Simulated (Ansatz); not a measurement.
# BAu2 (built on the sites of a database entry of AlAu2): phonons and vibrational spectra

Wanted: phonon frequencies of BAu2 (built on the sites of a database entry of AlAu2) and what follows from them.

Program: Ansatz 0.2.0. Level of theory: DFT PBEsol, scalar-relativistic, plane waves, norm-conserving pseudopotentials. Results are calculated unless marked as measured.

Report form: the programs' logs are mostly left out.

The structure was built from a prototype and need not be the compound's stable phase.

## (1) Starting point

The structure is tetragonal, space group I4/mmm (No. 139). The conventional cell has a = 3.178 Å, b = 3.178 Å, c = 8.363 Å, α = 90.00°, β = 90.00°, γ = 90.00°. B has 10 Au at 2.60 to 2.87 Å nearest. Nearest to Au lie 5 B at 2.60 to 2.87 Å and 5 Au at 2.61 to 2.74 Å. Farther neighbours are not listed.

## (2) Bringing the structure to rest

The cell and atoms are relaxed, since residual forces and stress would shift the frequencies.

input.yaml reads:

```yaml
crystal:
  lattice:
    - [-1.5888, 1.5888, 4.18139]
    - [1.5888, -1.5888, 4.18139]
    - [1.5888, 1.5888, -4.18139]
  atoms:
    - { symbol: B, position: [0.0, 0.0, 0.0] }
    - { symbol: Au, position: [0.6562728, 0.6562728, 0.0] }
    - { symbol: Au, position: [0.3437272, 0.3437272, 0.0] }
kpoints:
  mp_grid: { grid: [18, 18, 18] }
hamiltonian:
  xc: pbesol
  pseudopotentials: { kind: nc }
scf:
  occupations: { method: gaussian, width: 0.1 }
output:
  forces: true
  stress: true
  eigenvalues: true
  write_density: true
  write_potential: true
  elf: true
  volumetric_format: npy
relax:
  adjacent_minimum: "off"
  f_tol: 0.005
  max_steps: 80
  cell: { stress_tol: 0.05 }
```

Started as:

```sh
> ansatz run input.yaml --threads 8 --pin off --max-ram 14336MiB --backend cpu --events-out ev --progress --plain --runs-dir out
```

The job ended after 5.5 min (8 threads of Arm Neoverse N1, shared host; peak memory 1.5 GiB).

Relaxation path:

```csv
step,energy less that of the first step (eV),largest force component (eV/Å),pressure (GPa),volume (Å³)
1,0.0000,0.5913,0.53,42.22
2,-0.2232,0.2137,-1.92,42.17
3,-0.4116,0.0070,6.58,39.80
4,-0.5005,0.2114,1.12,40.70
5,-0.5203,0.1129,1.09,40.50
6,-0.5237,0.0025,-0.37,40.85
7,-0.5238,0.0029,-0.03,40.78
8,-0.5238,0.0011,0.01,40.77
9*,-0.5523,0.0019,1.05,40.77
10,-0.5590,0.0603,0.20,41.02
11,-0.5598,0.0082,-0.07,41.08
12,-0.5598,0.0032,0.05,41.05
13,-0.5598,0.0002,0.00,41.06
14*,-0.5600,0.0003,0.01,41.06
```

Relaxation steps marked * repeat the geometry before them on a plane-wave basis chosen anew for their cell, so energy and pressure can jump there.

Forces are held to the 16 operations that the run works with; a distortion that breaks them can't arise in this run.

```csv
cell as run,before,after,change
a (Å),4.747,5.446,+14.7 %
b (Å),4.747,5.446,+14.7 %
c (Å),4.747,5.446,+14.7 %
α (°),140.89,149.68,+6.2 %
β (°),140.89,149.68,+6.2 %
γ (°),56.50,43.42,-23.2 %
volume (Å³/atom),14.07,13.69,-2.7 %
```

The atoms that moved most (Å, as changes of fractional coordinates times the final cell):

```csv
atom,dx,dy,dz,length
Au2,0.000,0.000,-0.181,0.181
Au3,0.000,0.000,0.181,0.181
```

The relaxed structure:

```
B Au
1.0
    -1.42437    1.42437    5.05980
     1.42437   -1.42437    5.05980
     1.42437    1.42437   -5.05980
B Au
1 2
Direct
  0.00000 0.00000 0.00000
  0.63844 0.63844 0.00000
  0.36156 0.36156 0.00000
```

Numbers from this step:

```
pressure          : 0.01341 GPa
volume per atom   : 13.69 Å³
gap on the k-mesh : 0 eV
```

Valence density in the ab plane of the cell as run, not the conventional one, at fractional z = 0.000, with atoms of B and Au within 0.2 Å of it. It is the smooth field of the valence electrons, not physical close to the nuclei.

Ten even steps from '_' (0 e/Å³) to '@' (10 e/Å³), each cell a mean:
```
______________________________
______________..______________
____________..====::__________
____________..**@@%%==________
______________::%%==##==______
____....________==%%**%%::____
____::++++::______--##%%==____
____..**@@%%==______..::::..__
______--%%--%%--______________
________==%%##%%::____________
__________--##%%--____________
____________..::::____________
______________________________
______________________________
```
Columns run along a (5.4 Å), rows up along b (5.4 Å). Atoms in or near the plane, at fractional coordinates: B at (0.00, 0.00), Au at (0.64, 0.64), Au at (0.36, 0.36).

ELF in the ab plane of the cell as run, not the conventional one, at fractional z = 0.000, with atoms of B and Au within 0.2 Å of it. It is the smooth field of the valence electrons, not physical close to the nuclei.

Ten even steps from '0' (0.04) to '9' (0.75), each cell a mean:
```
017632222111475
746853454321137
688754588642113
346643598884211
233432378168421
235543238738632
236996323799842
225988832357742
223771683233432
212487496334443
311247997446775
731123576447878
674111233335831
057422222223760
```
Columns run along a (5.4 Å), rows up along b (5.4 Å). Atoms in or near the plane, at fractional coordinates: B at (0.00, 0.00), Au at (0.64, 0.64), Au at (0.36, 0.36).

Electrostatic potential energy in the ab plane of the cell as run, not the conventional one, at fractional z = 0.000, with atoms of B and Au within 0.2 Å of it. With pseudopotentials it is smooth inside the atoms' cores, unlike the true potential.

Ten even steps from '_' (-152 eV) to '@' (22 eV), each cell a mean:
```
++**%%@@@@@@@@@@@@@@@@@@@@@@%%
%%##%%@@@@@@%%%%@@@@@@@@@@@@@@
@@@@@@@@@@@@%%****%%@@@@@@@@@@
@@@@@@@@@@@@%%++..::**@@@@@@@@
@@@@@@@@@@@@@@##..__..**@@@@@@
@@@@%%%%@@@@@@@@**..__::##@@@@
@@@@%%++++##@@@@@@##----**@@@@
@@@@%%==__::**@@@@@@%%####%%@@
@@@@@@##..__..**@@@@@@@@@@@@@@
@@@@@@@@**..__--%%@@@@@@@@@@@@
@@@@@@@@@@##==--##@@@@@@@@@@@@
@@@@@@@@@@@@%%##%%@@@@@@@@%%@@
%%@@@@@@@@@@@@@@@@@@@@@@@@##**
++%%@@@@@@@@@@@@@@@@@@@@@@%%++
```
Columns run along a (5.4 Å; values clipped at the 3rd and 97th percentile), rows up along b (5.4 Å). Atoms in or near the plane, at fractional coordinates: B at (0.00, 0.00), Au at (0.64, 0.64), Au at (0.36, 0.36).

In this step the volume went from 14.07 to 13.69 Å³/atom.

## (3) Tight relaxation

Phonons need a cell at rest on their own settings, so the relaxation is repeated with tight tolerances on forces and stress, using the mesh and the filling of the phonon run that follows.

input.yaml, the sections that differ from step 2:

```yaml
crystal:
  lattice:
    - [-1.4243740387, 1.4243740387, 5.0597980039]
    - [1.4243740387, -1.4243740387, 5.0597980039]
    - [1.4243740387, 1.4243740387, -5.0597980039]
  atoms:
    - { symbol: B, position: [0.0, 0.0, 0.0] }
    - { symbol: Au, position: [0.6384350863, 0.6384350863, 0.0] }
    - { symbol: Au, position: [0.3615649137, 0.3615649137, 0.0] }
scf:
  occupations: { method: methfessel_paxton, width: 0.2 }
relax:
  adjacent_minimum: "off"
  f_tol: 0.001
  max_steps: 60
  cell: { stress_tol: 0.01 }
# kpoints, hamiltonian, output: as in step 2
```

It took 1.8 min on 8 threads; peak memory 1.4 GiB; 14 min of CPU time.

Little changed from the start: no atom moved by 0.005 Å and no cell edge by 0.1 %.

Numbers from this step:

* pressure: 8.41e-4 GPa

Electrostatic potential energy in the ab plane of the cell as run, not the conventional one, at fractional z = 0.000, with atoms of B and Au within 0.2 Å of it. With pseudopotentials it is smooth inside the atoms' cores, unlike the true potential.

Values in eV, 15 rows by 15 columns, each cell a mean:
```
 -51  -36    1   17   19   17   16   17   19   21   21   22   20   12  -16
  -9  -21   -5   13   17   13    6    4   10   17   21   22   22   20   12
  14    6    5   12   17   12   -6  -32  -29   -1   15   21   22   22   20
  20   17   15   16   18   15   -4  -66 -113  -78  -14   14   21   22   22
  19   17   16   17   19   18    9  -41 -136 -151 -101  -14   15   21   21
  18   13    7    7   13   18   17   -2  -77 -146 -151  -78   -1   17   21
  19   10   -8  -26  -15    7   16   15   -8  -77 -135 -113  -29   10   19
  20   13  -12  -74 -100  -53   -1   16   15   -1  -41  -66  -32    4   17
  20   18    3  -62 -145 -141  -72   -1   16   17    9   -4   -6    6   16
  20   21   15  -14 -106 -152 -141  -53    7   18   18   15   12   13   17
  21   22   21   13  -25 -106 -146 -100  -15   13   19   18   17   17   19
  20   22   22   21   13  -14  -62  -74  -26    7   17   16   12   13   17
  14   20   22   22   21   15    3  -12   -8    7   16   15    5   -5    1
 -10   13   20   22   22   21   18   13   10   13   17   17    6  -21  -36
 -52  -10   14   20   21   20   20   20   19   18   19   20   14   -9  -51
```
Columns run along a (5.4 Å; values clipped at the 3rd and 97th percentile), rows up along b (5.4 Å). Atoms in or near the plane, at fractional coordinates: B at (0.00, 0.00), Au at (0.64, 0.64), Au at (0.36, 0.36).

ELF in the ab plane of the cell as run, not the conventional one, at fractional z = 0.000, with atoms of B and Au within 0.2 Å of it. It is the smooth field of the valence electrons, not physical close to the nuclei.

Ten even steps from '_' (0.07) to '@' (0.72), each cell a mean:
```
__..%%**--::::::::......==##++
**--**%%==--====--::......==##
##%%%%%%++==**%%##++--..__..==
--**##**++--++@@@@@@**--......
::--====--::==%%##--%%**--....
::--====--::::++@@--==@@++::..
::--**##**==::::**@@##@@##--::
..--**@@@@%%++::::++%%@@%%==::
..::==@@**++@@++::::==++**==::
....--**%%::++%%==::----==--::
......--##%%**@@**----++++==--
--..__..--**@@@@##====**##%%**
##==..__..--++****====##%%**##
++##==......::--------**%%--..
__**##--......::::::::--##**__
```
Columns run along a (5.4 Å), rows up along b (5.4 Å). Atoms in or near the plane, at fractional coordinates: B at (0.00, 0.00), Au at (0.64, 0.64), Au at (0.36, 0.36).

Valence density in the ab plane of the cell as run, not the conventional one, at fractional z = 0.000, with atoms of B and Au within 0.2 Å of it. It is the smooth field of the valence electrons, not physical close to the nuclei.

Ten even steps from '0' (0.12 × 1e0 e/Å³) to '9' (9.54 × 1e0 e/Å³), each cell a mean:
```
000000000000000
000000010000000
000000133100000
000000169720000
000000049682000
000000017667100
001320002799300
002795100146310
001698610001100
000284850000000
000038992000000
000002673000000
000000121000000
000000000000000
000000000000000
```
Columns run along a (5.4 Å), rows up along b (5.4 Å). Atoms in or near the plane, at fractional coordinates: B at (0.00, 0.00), Au at (0.64, 0.64), Au at (0.36, 0.36).

The largest force component left is 0.21 meV/Å and the pressure is 0.001 GPa, within the tolerances set. The cell now holds 13.69 Å³/atom.

## (4) Modes at Γ

The zone centre is the only wavevector solved here; it holds the modes that light can see, as far as symmetry allows. No field response is asked, since the mesh shows no gap.

input.yaml, the sections that differ from step 3:

```yaml
crystal:
  lattice:
    - [-1.4243709866, 1.4243709866, 5.0604588237]
    - [1.4243709866, -1.4243709866, 5.0604588237]
    - [1.4243709866, 1.4243709866, -5.0604588237]
  atoms:
    - { symbol: B, position: [0.0, 0.0, 0.0] }
    - { symbol: Au, position: [0.6384293737, 0.6384293737, 0.0] }
    - { symbol: Au, position: [0.3615706263, 0.3615706263, 0.0] }
output:
  eigenvalues: true
phonons:
  method: dfpt
# kpoints, hamiltonian, scf: as in step 3
# relax: removed
```

The job ended after 9.5 min (8 threads; peak memory 7.5 GiB; 74 min of CPU time).

Numbers from this step:

```
sum-rule residual before enforcement                    : 1.50e-4 eV/Å²
point group                                             : 4/mmm
highest optical mode at the zone centre (no LO-TO term) : 183.8 cm⁻¹
lowest optical zone-centre mode                         : -108.3 cm⁻¹
```

Patterns of degenerate modes are one choice out of their space. The modes at Γ (shares of kinetic energy by element, %) (negative means imaginary):

```csv
mode,frequency (cm⁻¹),symmetry,B %,Au %
1,-108.3,Eu,97,3
2,-108.3,Eu,97,3
3,-34.0,Eg,0,100
4,-34.0,Eg,0,100
5,0.0,acoustic,3,97
6,0.0,acoustic,3,97
7,0.0,acoustic,3,97
8,136.7,A1g,0,100
9,183.8,A2u,97,3
```

Displacements in mode 1 (-108.3 cm⁻¹), the largest set to 1:
```
B1   1.00  0.00  0.00
Au2 -0.03  0.00  0.00
Au3 -0.03  0.00  0.00
```

Displacements in mode 4 (-34.0 cm⁻¹), the largest set to 1:
```
B1   0.00  0.00  0.00
Au2 -1.00  0.00  0.00
Au3  1.00  0.00  0.00
```

Before it was imposed, the acoustic sum rule was missed by 1.5e-4 eV/Å². Small misses are needed for a sound result but don't prove that mesh and cutoff are converged. The lowest optical mode is imaginary, 108.3i cm⁻¹, so the energy falls along it.

## (5) Isotope substitution

An isotope changes the mass and not the force constants, so no new electronic calculation is needed; the shifts show which modes move this element.

The same force constants with the mass of B changed from 10.810 to 10.013 u (phonopy, no LO-TO term). Both lists are sorted by frequency; levels can cross, so a row need not hold one and the same mode. Modes under 3 cm⁻¹ are left out. Isotope shifts, by row:

```csv
q,rank,natural mass (cm⁻¹),changed mass (cm⁻¹)
0 0 0,1,-108.3,-112.4
0 0 0,2,-108.3,-112.4
0 0 0,3,-33.97,-33.97
0 0 0,4,-33.97,-33.97
0 0 0,8,136.7,136.7
0 0 0,9,183.8,190.7
```

A mode of this element alone would shift by +3.90 %. The highest zone-centre frequency without the field goes from 183.8 to 190.7 cm⁻¹ (+3.8 %).

## (6) What came out

```
space group after relaxation (within 0.01 Å)            : I4/mmm
volume per atom                                         : 13.7 Å³
electronic character                                    : no gap on this mesh
highest optical mode at the zone centre (no LO-TO term) : 184 cm⁻¹
lowest optical zone-centre mode                         : -108 cm⁻¹
imaginary modes at Γ (the only wavevector solved)       : yes
```

**Reading.** A zone-centre mode is imaginary (108.3i cm⁻¹), so this structure is not a minimum of the energy. The optical modes at Γ span -108 to 184 cm⁻¹ (negative means imaginary). No dispersion was computed. The highest mode in this list at Γ, 183.8 cm⁻¹, is mostly motion of B (97 % of the kinetic energy). With no gap, or one that is small against the smearing, the frequencies hang on the k mesh and the smearing, most of all near Kohn anomalies. The phonon runs are without spin polarisation, although the cell has an odd electron count. Spin-orbit coupling is left out, which can matter for the heavy elements here. The starting cell was built on a prototype and not taken from a measurement, so the phase need not exist. These are harmonic frequencies at zero temperature: anharmonic shifts, linewidths and thermal expansion are left out.

[Logs are printed without paths, hosts, clocks, repeated set-up lines and the standing remarks that a program may print on its own settings, such as how far it seeks lower states.]

[Hosts, paths, dates, database ids (printed as entryN), source tags and the programs' standing remarks are cut or masked in the printed files.]
